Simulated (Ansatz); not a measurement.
**Rb2WI2O2F2: complex band structure**

Aim: relax a made-up compound, Rb2WI2O2F2, and see how good a tunnel barrier it would be. It is built by putting I for part of the F in the Rb2WO2F4 structure of space group C2/m, with the volume rescaled by atomic radii. The parent structure comes from the Materials Project.

Calculated with Ansatz 0.2.0; r2SCAN DFT, plane waves, PAW files, in the first sound run; inputs show where later runs differ.

The structure was built from a prototype and need not be the compound's stable phase.

**1. The starting structure**

The cell holds 9 atoms: 2 Rb, 1 W, 2 O, 2 I and 2 F. Its edges and angles: a = 6.648 Å, b = 6.648 Å, c = 5.378 Å, α = 91.7°, β = 91.7°, γ = 59.8°. It derives from Rb2WO2F4. I for part of the F in the Rb2WO2F4 structure of space group C2/m.

**2. Cell and atoms at rest**

The substituted atoms don't fit the parent's cell, so cell and atoms relax together. A small smearing keeps the run stable in case the gap closes on the way.

input.yaml reads:

```yaml
crystal:
  lattice:
    - [5.7619815814, -3.3155522777, 0.0]
    - [5.7619815814, 3.3155522777, 0.0]
    - [-0.1860414422, 0.0, 5.3752259946]
  atoms:
    - { symbol: Rb, position: [0.671028, 0.671028, 0.313907] }
    - { symbol: Rb, position: [0.328972, 0.328972, 0.686093] }
    - { symbol: W, position: [0.0, 0.0, 0.0] }
    - { symbol: O, position: [0.854978, 0.854978, 0.78684] }
    - { symbol: O, position: [0.145022, 0.145022, 0.21316] }
    - { symbol: I, position: [0.303997, 0.842461, 0.779006] }
    - { symbol: F, position: [0.842461, 0.303997, 0.779006] }
    - { symbol: I, position: [0.696003, 0.157539, 0.220994] }
    - { symbol: F, position: [0.157539, 0.696003, 0.220994] }
kpoints:
  mp_grid: { grid: [4, 4, 4] }
scf:
  occupations: { method: gaussian, width: 0.03 }
hamiltonian:
  xc: r2scan
output:
  forces: true
  stress: true
relax:
  f_tol: 0.02
  max_steps: 60
  cell: {}
```

Command:

```bash
$ ansatz run input.yaml --threads 2 --pin off --max-ram 4096MiB --backend cpu --events-out ev --progress --plain --runs-dir out
```

Numbers of over 12 decimals in the logs are rounded to 6 here.

The program printed:

```text
Engine: ansatz 0.2.0, aarch64-unknown-linux-gnu
Pseudopotentials: kind: paw
Pseudopotential: Rb, paw, valence charge 9, recommended cutoff 500 eV (meta_gga), Rb.paw.azcp
Pseudopotential: W, paw, valence charge 14, recommended cutoff 500 eV (meta_gga), W.paw.azcp
Pseudopotential: O, paw, valence charge 6, recommended cutoff 500 eV (meta_gga), O.paw.azcp
Pseudopotential: I, paw, valence charge 17, recommended cutoff 500 eV (meta_gga), I.paw.azcp
Pseudopotential: F, paw, valence charge 7, recommended cutoff 500 eV (meta_gga), F.paw.azcp
Functional definition: r2SCAN
  parameter k0 = 0.174
  parameter k1 = 0.065
  parameter a1 = 4.9479
  exchange = r2scan_x(k0 = k0, k1 = k1, a1 = a1)
  correlation = r2scan_c
Crystal: 9 atoms, lattice volume = 205.378 Å³
Basis set: ecut = 500 eV, 5195 PW (Γ), exchange–correlation on 200×200×160 points (64 copies of the dense FFT grid, shifted against one another)
Bands: 56, of which v1, the nominal top of the filled ones, is band 46 counted from 1 (45 counted from 0)
Symmetry: 2 space group operations
Space group: P-1 (ITA 2), of the structure as read, at distance tolerance 5.9e-5 Å
k-points: 36 of 64
Non-local potential: Rb, projectors of the file, l = 0: 3, l = 1: 2, l = 2: 2
Non-local potential: W, projectors of the file, l = 0: 3, l = 1: 2, l = 2: 2, l = 3: 1
Non-local potential: O, projectors of the file, l = 0: 2, l = 1: 2, l = 2: 1
Non-local potential: I, projectors of the file, l = 0: 2, l = 1: 2, l = 2: 2, l = 3: 2
Non-local potential: F, projectors of the file, l = 0: 2, l = 1: 2, l = 2: 1
PAW form: soft (Blöchl's): semilocal exchange-correlation on the pseudo side does not see the compensation charge
PAW frozen core: Rb, regenerated for the run's functional (the file was generated under x = pbe(κ = 0.804, μ = 0.219515), c = pbe(β = 0.066725))
PAW frozen core: W, regenerated for the run's functional (the file was generated under x = pbe(κ = 0.804, μ = 0.219515), c = pbe(β = 0.066725))
PAW frozen core: O, regenerated for the run's functional (the file was generated under x = pbe(κ = 0.804, μ = 0.219515), c = pbe(β = 0.066725))
PAW frozen core: I, regenerated for the run's functional (the file was generated under x = pbe(κ = 0.804, μ = 0.219515), c = pbe(β = 0.066725))
PAW frozen core: F, regenerated for the run's functional (the file was generated under x = pbe(κ = 0.804, μ = 0.219515), c = pbe(β = 0.066725))
PAW one-centre angular grid: Rb, 302 points (default); XC on 160 Gauss nodes
PAW one-centre angular grid: W, 590 points (default); XC on 160 Gauss nodes
PAW one-centre angular grid: O, 302 points (default); XC on 160 Gauss nodes
PAW one-centre angular grid: I, 590 points (default); XC on 160 Gauss nodes
PAW one-centre angular grid: F, 302 points (default); XC on 160 Gauss nodes
Initial density: superposition of atomic densities (neutral atoms: chi_scale 0, normalization atom), corrected by the library's trained network
Initial wavefunctions: pseudopotential atomic-orbital guess
Functional: x = r2scan, c = r2scan; τ floored in thin density (d = 2e-4 eV/Å³)
SCF iter   1: F=—  HF=-34762.150079 eV  |F-HF|=—  |Δ(HF+E_count)|=         —  Δρ=9.62e-3  dr2=2.14e-1  dr2_τ=2.83e-1  ethr=1.77e-3  ⟨swp⟩=8.5  Hψ=9839  notcnv=0  defer=21
preconditioner: auto → Resta (q_TF=auto, 2.387 Å⁻¹)  ε∞=3.8  [insulator: Δε(μ)=0.854 eV  Ē_g=11.627 eV  σ=0.030 eV  W_gap=1.00  n_scr=46 (ndim 8)  ℏωp=19.4 eV  f_vac=0.088  D(μ)=0.00/eV (n_scr^D=0)  ε∞_Penn≈3.8]
SCF iter   2: F=—  HF=-34762.301997 eV  |F-HF|=—  |Δ(HF+E_count)|=   1.52e-1  Δρ=7.73e-3  dr2=1.01e-1  dr2_τ=2.19e-2  ethr=2.33e-4  ⟨swp⟩=3.0  Hψ=3688  notcnv=0  defer=216
SCF iter   3: F=—  HF=-34762.293216 eV  |F-HF|=—  |Δ(HF+E_count)|=   8.78e-3  Δρ=3.33e-3  dr2=2.43e-2  dr2_τ=1.98e-3  ethr=1.10e-4  ⟨swp⟩=3.0  Hψ=3074  notcnv=0  defer=108
automatic band count: iteration 3 solves 53 bands in place of 56: the levels show a gap, and the empty bands left out lie too high to hold charge; the band table lists the bands solved (type scf.n_extra_bands for more)
SCF iter   4: F=—  HF=-34762.288179 eV  |F-HF|=—  |Δ(HF+E_count)|=   5.04e-3  Δρ=1.44e-3  dr2=3.71e-3  dr2_τ=2.71e-4  ethr=2.65e-5  ⟨swp⟩=2.0  Hψ=2306  notcnv=0  defer=108
SCF iter   5: F=—  HF=-34762.287361 eV  |F-HF|=—  |Δ(HF+E_count)|=   8.18e-4  Δρ=3.13e-4  dr2=2.41e-4  dr2_τ=1.77e-5  ethr=4.04e-6  ⟨swp⟩=2.1  Hψ=3071  notcnv=0  defer=108
SCF iter   6: F=—  HF=-34762.287444 eV  |F-HF|=—  |Δ(HF+E_count)|=   8.25e-5  Δρ=1.17e-4  dr2=4.01e-5  dr2_τ=3.18e-6  ethr=2.62e-7  ⟨swp⟩=2.0  Hψ=2975  notcnv=0  defer=108
SCF iter   7: F=—  HF=-34762.287346 eV  |F-HF|=—  |Δ(HF+E_count)|=   9.76e-5  Δρ=3.70e-5  dr2=3.82e-6  dr2_τ=3.88e-7  ethr=4.36e-8  ⟨swp⟩=2.0  Hψ=2805  notcnv=0  defer=108
SCF iter   8: F=—  HF=-34762.287347 eV  |F-HF|=—  |Δ(HF+E_count)|=   7.65e-7  Δρ=1.34e-5  dr2=5.04e-7  dr2_τ=3.96e-8  ethr=4.16e-9  ⟨swp⟩=2.0  Hψ=2960  notcnv=0  defer=108
SCF iter   9: F=-34762.287347 eV  HF=-34762.287347 eV  |F-HF|=1.85e-8  |Δ(HF+E_count)|=   1.47e-7  Δρ=3.15e-6  dr2=2.94e-8  dr2_τ=1.47e-9  ethr=1.09e-10  ⟨swp⟩=5.4  Hψ=7637  notcnv=0
SCF 1 converged in 9 iterations: F = -34762.287347 eV  dr2 = 2.94e-8
  greatest PAW one-centre occupation: 0.999 electrons in one spin orbital (limit 2), on the I atom at site 7 (counted from 0), in its partial waves of l = 2
relax step   1: F+E_penalty+E_count = -34762.28734737 eV  Δ(F+E_penalty+E_count) = +0.000e0 eV  max|allowed force component| = 1.290e1 eV/Å  Δτ_max = 0.0000 Å  P = +16.595 GPa  Ω = 205.378 Å³  (9 SCF iters, dr2 threshold 1.00e-7 eV, accepted)
Crystal: 9 atoms, lattice volume = 209.433 Å³
Basis set: ecut = 500 eV, 5311 PW (Γ), exchange–correlation on 200×200×160 points (64 copies of the dense FFT grid, shifted against one another)
Initial density: handed on by an earlier stage of this run
Initial wavefunctions: those handed on with the density
iter 1 solved again at ethr=2.15e-3 eV; its pass at ethr=3.10e-3 eV (dr2=1.98e0 eV) is discarded
SCF iter   1: F=—  HF=-34768.452423 eV  |F-HF|=—  |Δ(HF+E_count)|=         —  Δρ=2.00e-2  dr2=1.97e0  dr2_τ=1.07e0  ethr=2.15e-3  ⟨swp⟩=1.2  Hψ=11031  notcnv=0
automatic band count: iteration 1 solves 53 bands in place of 56: the levels show a gap, and the empty bands left out lie too high to hold charge; the band table lists the bands solved (type scf.n_extra_bands for more)
preconditioner: auto → Resta (q_TF=auto, 2.379 Å⁻¹)  ε∞=4.2  [insulator: Δε(μ)=1.568 eV  Ē_g=10.681 eV  σ=0.030 eV  W_gap=1.00  n_scr=46 (ndim 8)  ℏωp=19.2 eV  f_vac=0.093  D(μ)=0.00/eV (n_scr^D=0)  ε∞_Penn≈4.2]
[...]
relax step  16: F+E_penalty+E_count = -34772.85560347 eV  Δ(F+E_penalty+E_count) = -4.270e-4 eV  max|allowed force component| = 8.178e-3 eV/Å  Δτ_max = 0.0104 Å  P = -0.020 GPa  Ω = 241.506 Å³  energy of the carried Pulay correction = -1.122e-2 eV  (10 SCF iters, accepted)
relax step  17: F+E_penalty+E_count = -34772.93964186 eV  Δ(F+E_penalty+E_count) = -8.404e-2 eV  max|allowed force component| = 4.352e-3 eV/Å  Δτ_max = 0.0000 Å  P = +0.484 GPa  Ω = 241.506 Å³  stress off target by 9.74e-1 GPa  SCF on the basis re-selected at this cell (its energy is not comparable with the rows above)  (10 SCF iters)
relax step  18: F+E_penalty+E_count = -34772.97217425 eV  Δ(F+E_penalty+E_count) = -3.253e-2 eV  max|allowed force component| = 3.653e-2 eV/Å  Δτ_max = 0.0849 Å  P = +0.086 GPa  Ω = 251.485 Å³  energy of the carried Pulay correction = -3.181e-3 eV  (9 SCF iters, dr2 threshold 9.00e-7 eV, accepted)
relax step  19: F+E_penalty+E_count = -34772.97376157 eV  Δ(F+E_penalty+E_count) = -1.587e-3 eV  max|allowed force component| = 7.743e-2 eV/Å  Δτ_max = 0.0838 Å  P = +0.071 GPa  Ω = 254.863 Å³  energy of the carried Pulay correction = -4.294e-3 eV  (9 SCF iters, dr2 threshold 1.52e-7 eV, accepted)
relax step  20: F+E_penalty+E_count = -34772.98289608 eV  Δ(F+E_penalty+E_count) = -9.135e-3 eV  max|allowed force component| = 2.256e-2 eV/Å  Δτ_max = 0.0652 Å  P = -0.031 GPa  Ω = 258.898 Å³  energy of the carried Pulay correction = -5.537e-3 eV  (8 SCF iters, dr2 threshold 3.75e-7 eV, accepted)
relax step  21: F+E_penalty+E_count = -34772.98458686 eV  Δ(F+E_penalty+E_count) = -1.691e-3 eV  max|allowed force component| = 8.718e-3 eV/Å  Δτ_max = 0.0266 Å  P = -0.007 GPa  Ω = 258.340 Å³  energy of the carried Pulay correction = -5.370e-3 eV  (9 SCF iters, dr2 threshold 5.23e-8 eV, accepted)
relax step  22: F+E_penalty+E_count = -34772.98470265 eV  Δ(F+E_penalty+E_count) = -1.158e-4 eV  max|allowed force component| = 7.889e-3 eV/Å  Δτ_max = 0.0117 Å  P = +0.006 GPa  Ω = 258.433 Å³  energy of the carried Pulay correction = -5.400e-3 eV  (10 SCF iters, accepted)
Basis set: ecut = 500 eV, 6557 PW (Γ), exchange–correlation on 240×216×180 points (64 copies of the dense FFT grid, shifted against one another)
iter 1 solved again at ethr=2.62e-7 eV; its pass at ethr=3.10e-3 eV (dr2=2.41e-4 eV) is discarded
SCF iter   1: F=—  HF=-34772.984384 eV  |F-HF|=—  |Δ(HF+E_count)|=         —  Δρ=2.81e-4  dr2=1.30e-5  dr2_τ=6.42e-5  ethr=2.62e-7  ⟨swp⟩=4.1  Hψ=14887  notcnv=0
preconditioner: auto → Resta (q_TF=auto, 2.297 Å⁻¹)  ε∞=3.2  [insulator: Δε(μ)=1.835 eV  Ē_g=11.611 eV  σ=0.030 eV  W_gap=1.00  n_scr=52 (ndim 8)  ℏωp=17.3 eV  f_vac=0.216  D(μ)=0.00/eV (n_scr^D=0)  ε∞_Penn≈3.2]
SCF iter   2: F=—  HF=-34772.989346 eV  |F-HF|=—  |Δ(HF+E_count)|=   4.96e-3  Δρ=1.43e-4  dr2=3.09e-6  dr2_τ=2.64e-5  ethr=1.41e-8  ⟨swp⟩=2.9  Hψ=3696  notcnv=0
SCF iter   3: F=—  HF=-34772.989543 eV  |F-HF|=—  |Δ(HF+E_count)|=   1.98e-4  Δρ=2.19e-5  dr2=2.84e-7  dr2_τ=4.81e-7  ethr=3.36e-9  ⟨swp⟩=2.0  Hψ=3560  notcnv=0
SCF iter   4: F=—  HF=-34772.989545 eV  |F-HF|=—  |Δ(HF+E_count)|=   1.64e-6  Δρ=5.23e-6  dr2=4.98e-8  dr2_τ=1.11e-8  ethr=3.09e-10  ⟨swp⟩=2.0  Hψ=3039  notcnv=0
SCF iter   5: F=—  HF=-34772.989545 eV  |F-HF|=—  |Δ(HF+E_count)|=   4.63e-8  Δρ=2.66e-6  dr2=2.09e-8  dr2_τ=2.85e-9  ethr=5.42e-11  ⟨swp⟩=2.0  Hψ=3135  notcnv=0
SCF iter   6: F=—  HF=-34772.989545 eV  |F-HF|=—  |Δ(HF+E_count)|=   4.70e-9  Δρ=1.01e-6  dr2=2.42e-9  dr2_τ=3.82e-10  ethr=2.27e-11  ⟨swp⟩=2.0  Hψ=2317  notcnv=0
SCF iter   7: F=—  HF=-34772.989545 eV  |F-HF|=—  |Δ(HF+E_count)|=   2.71e-9  Δρ=3.90e-7  dr2=6.34e-10  dr2_τ=2.72e-11  ethr=2.63e-12  ⟨swp⟩=2.0  Hψ=3066  notcnv=0
SCF iter   8: F=—  HF=-34772.989545 eV  |F-HF|=—  |Δ(HF+E_count)|=   1.16e-9  Δρ=1.69e-7  dr2=1.97e-10  dr2_τ=4.89e-12  ethr=1.00e-12  ⟨swp⟩=2.0  Hψ=2789  notcnv=0
SCF iter   9: F=-34772.989545 eV  HF=-34772.989545 eV  |F-HF|=7.28e-11  |Δ(HF+E_count)|=  4.00e-10  Δρ=7.57e-8  dr2=4.19e-11  dr2_τ=1.24e-12  ethr=1.00e-12  ⟨swp⟩=4.9  Hψ=6959  notcnv=0
SCF 23 converged in 9 iterations: F = -34772.989545 eV  dr2 = 4.19e-11
relax step  23: F+E_penalty+E_count = -34772.98954501 eV  Δ(F+E_penalty+E_count) = -4.842e-3 eV  max|allowed force component| = 7.926e-3 eV/Å  Δτ_max = 0.0000 Å  P = -0.001 GPa  Ω = 258.433 Å³  stress off target by 3.08e-2 GPa  SCF on the basis re-selected at this cell (its energy is not comparable with the rows above)  (9 SCF iters)
basis re-selected at this cell: Δ(F+E_penalty+E_count) = -4.842e-3 eV, ΔP = -0.007 GPa vs the last step (what re-selecting the basis moved, of the pressure what is left beyond the Pulay correction that the steps carried, after the strain that the cell walked since its last selection, with what the two solves' SCF thresholds leave and, on support functions, any second-order correction that the steps lacked; it is no measure of the basis error at this ecutwfc). The dense FFT grid was sized anew with the basis: this SCF ran on 60×54×45 points, the steps before it on 54×50×45, so part of this shift can come from that change (see relax.cell in the input reference). [rest of the remark cut]
SCF converged after 9 iterations
Free energy (F): -34772.989545 eV
Harris-Foulkes:  -34772.989545 eV  (|F-HF|=7.28e-11)
Internal energy: -34772.989545 eV  (E = F + TS)
E sigma→0 (E₀):  -34772.989545 eV
Fermi energy:    3.747501 eV
--- Per-component energies (eV) ---
  E_band       = -1544.680432
  E_kinetic    = 1975.709144
  E_local      = -10698.473470  (includes V_loc(G=0)·N_el)
  E_nonlocal   = 401.641825
  E_hartree    = 4627.119344
  E_xc         = -1043.220167
  E_vxc        = -1282.536288  (∫ρ·V_xc dr)
  E_paw        = -24264.056292  (= ΣΔE_a)
  E_vpaw       = -1273.211175  (= ΣTr[D̂ρ^β])
  E_aug_tail   = 0.003932  (compensation charges beyond the density's cutoff)
  E_vtau       = 77.946433  (kinetic-family band-sum trace: ∫τ·v_τ [+ j·A + Jᵃ·Aᵃ] dr)
  E_ewald      = -5770.851500
  E_core_change = -0.862362  (= ΣΔE_core)
  E_smearing   = -0.000000  (= −TS)
  E_closure    = -0.000000  (closes the sum)
  Σ components = -34772.989545   (vs F -34772.989545, Δ=0.00e0)
--- Forces (eV/Å), atoms counted from 1 ---
  atom   1  Rb     0.00269261     0.00488511    -0.00122613
  atom   2  Rb    -0.00269261    -0.00488511     0.00122613
  atom   3  W      0.00000000     0.00000000     0.00000000
  atom   4  O      0.00017696    -0.00185335     0.00291153
  atom   5  O     -0.00017696     0.00185335    -0.00291153
  atom   6  I      0.00380155     0.00234390    -0.00792591
  atom   7  F      0.00437495    -0.00601542    -0.00167836
  atom   8  I     -0.00380155    -0.00234390     0.00792591
  atom   9  F     -0.00437495     0.00601542     0.00167836
  max |Σ_I F_I| component: 8.67e-19 eV/Å
--- Stress (GPa, compression-positive) ---
        0.011777      -0.002466      -0.019744
       -0.002466      -0.018270       0.015418
       -0.019743       0.015417       0.003709
  P = ⅓ Tr σ = -0.0009 GPa (-0.009 kbar)
--- Relaxed structure (21 steps of the walk, 21 accepted, 2 SCFs on fresh bases) ---
  F+E_penalty+E_count = -34772.98954501 eV   max|allowed force component| = 7.926e-3 eV/Å   (the final SCF, on the basis selected at the relaxed cell)
  cell:  # Å, volume = 258.4331 Å³
    - [6.156555, -4.271826, -0.945343]
    - [5.795180, 3.643805, -1.463519]
    - [-1.316535, -0.409899, 5.777724]
  atoms:
    - { symbol: Rb, position: [0.834828, 0.706469, 0.297540] }
    - { symbol: Rb, position: [0.165172, 0.293531, 0.702460] }
    - { symbol: W, position: [1.0019026570486062e-18, -9.673941205769891e-19, 0] }
    - { symbol: O, position: [0.924702, 0.756052, 0.843546] }
    - { symbol: O, position: [0.075298, 0.243948, 0.156454] }
    - { symbol: I, position: [0.361194, 0.742692, 0.812524] }
    - { symbol: F, position: [0.901276, 0.081505, 0.710253] }
    - { symbol: I, position: [0.638806, 0.257308, 0.187476] }
    - { symbol: F, position: [0.098724, 0.918495, 0.289747] }
```

The job ended after 8.7 min (2 threads of Arm Neoverse V2, shared host; peak memory 1.4 GiB).

Relaxation path (22 of 23):

```tsv
step	energy less that of the first step (eV)	largest force component (eV/Å)	pressure (GPa)	volume (Å³)
1	0.0000	12.8973	16.59	205.38
2	-6.1287	4.0310	3.92	209.43
3	-8.1162	3.4903	9.97	210.82
4	-9.3294	1.5932	3.40	225.42
5	-9.8273	0.6660	0.82	237.04
6	-10.0836	0.3444	0.04	241.09
7	-10.3098	0.1702	0.09	239.48
8	-10.3478	0.4220	0.32	240.60
9	-10.3940	0.0806	-0.33	253.56
10	-10.4275	0.0993	-0.06	248.56
11	-10.4645	0.3837	-0.70	244.07
13	-10.5465	0.5634	-0.59	240.64
14	-10.5675	0.0307	-0.02	241.61
15	-10.5678	0.0113	-0.01	241.81
16	-10.5683	0.0082	-0.02	241.51
17*	-10.6523	0.0044	0.48	241.51
18	-10.6848	0.0365	0.09	251.49
19	-10.6864	0.0774	0.07	254.86
20	-10.6955	0.0226	-0.03	258.90
21	-10.6972	0.0087	-0.01	258.34
22	-10.6974	0.0079	0.01	258.43
23*	-10.7022	0.0079	0.00	258.43
```

Relaxation steps marked * repeat the geometry before them on a plane-wave basis chosen anew for their cell, so energy and pressure can jump there. Other such steps can lie between the rows shown.

The run keeps the 2 symmetry operations that it works with, so distortions that break them were not tested.

```tsv
cell as run	before	after	change
a (Å)	6.648	7.553	+13.6 %
b (Å)	6.648	7.000	+5.3 %
c (Å)	5.378	5.940	+10.4 %
α (°)	91.72	115.01	+25.4 %
β (°)	91.72	105.27	+14.8 %
γ (°)	59.83	66.01	+10.3 %
volume (Å³/atom)	22.82	28.71	+25.8 %
```

The atoms that moved most (Å, as changes of fractional coordinates times the final cell):

```tsv
atom	dx	dy	dz	length
Rb1	1.235	-0.564	-0.301	1.391
Rb2	-1.235	0.564	0.301	1.391
F7	-0.837	-1.034	-0.127	1.336
F9	0.837	1.034	0.127	1.336
O5	0.219	0.682	-0.406	0.823
O4	-0.219	-0.682	0.406	0.823
I8	0.270	0.622	-0.286	0.736
I6	-0.270	-0.622	0.286	0.736
```

Numbers from this step:

* free energy: -34772.9895 eV
* Fermi energy: 3.748 eV
* pressure: -9.28e-4 GPa

The largest force component on a free atom ends at 0.0079 eV/Å.

[end of part 1 of 3]

[Logs are printed without paths, hosts, clocks, repeated set-up lines and the standing remarks that a program may print on its own settings, such as how far it seeks lower states.]

[Hosts, paths, dates, database ids (printed as entryN), source tags and the programs' standing remarks are cut or masked in the printed files.]
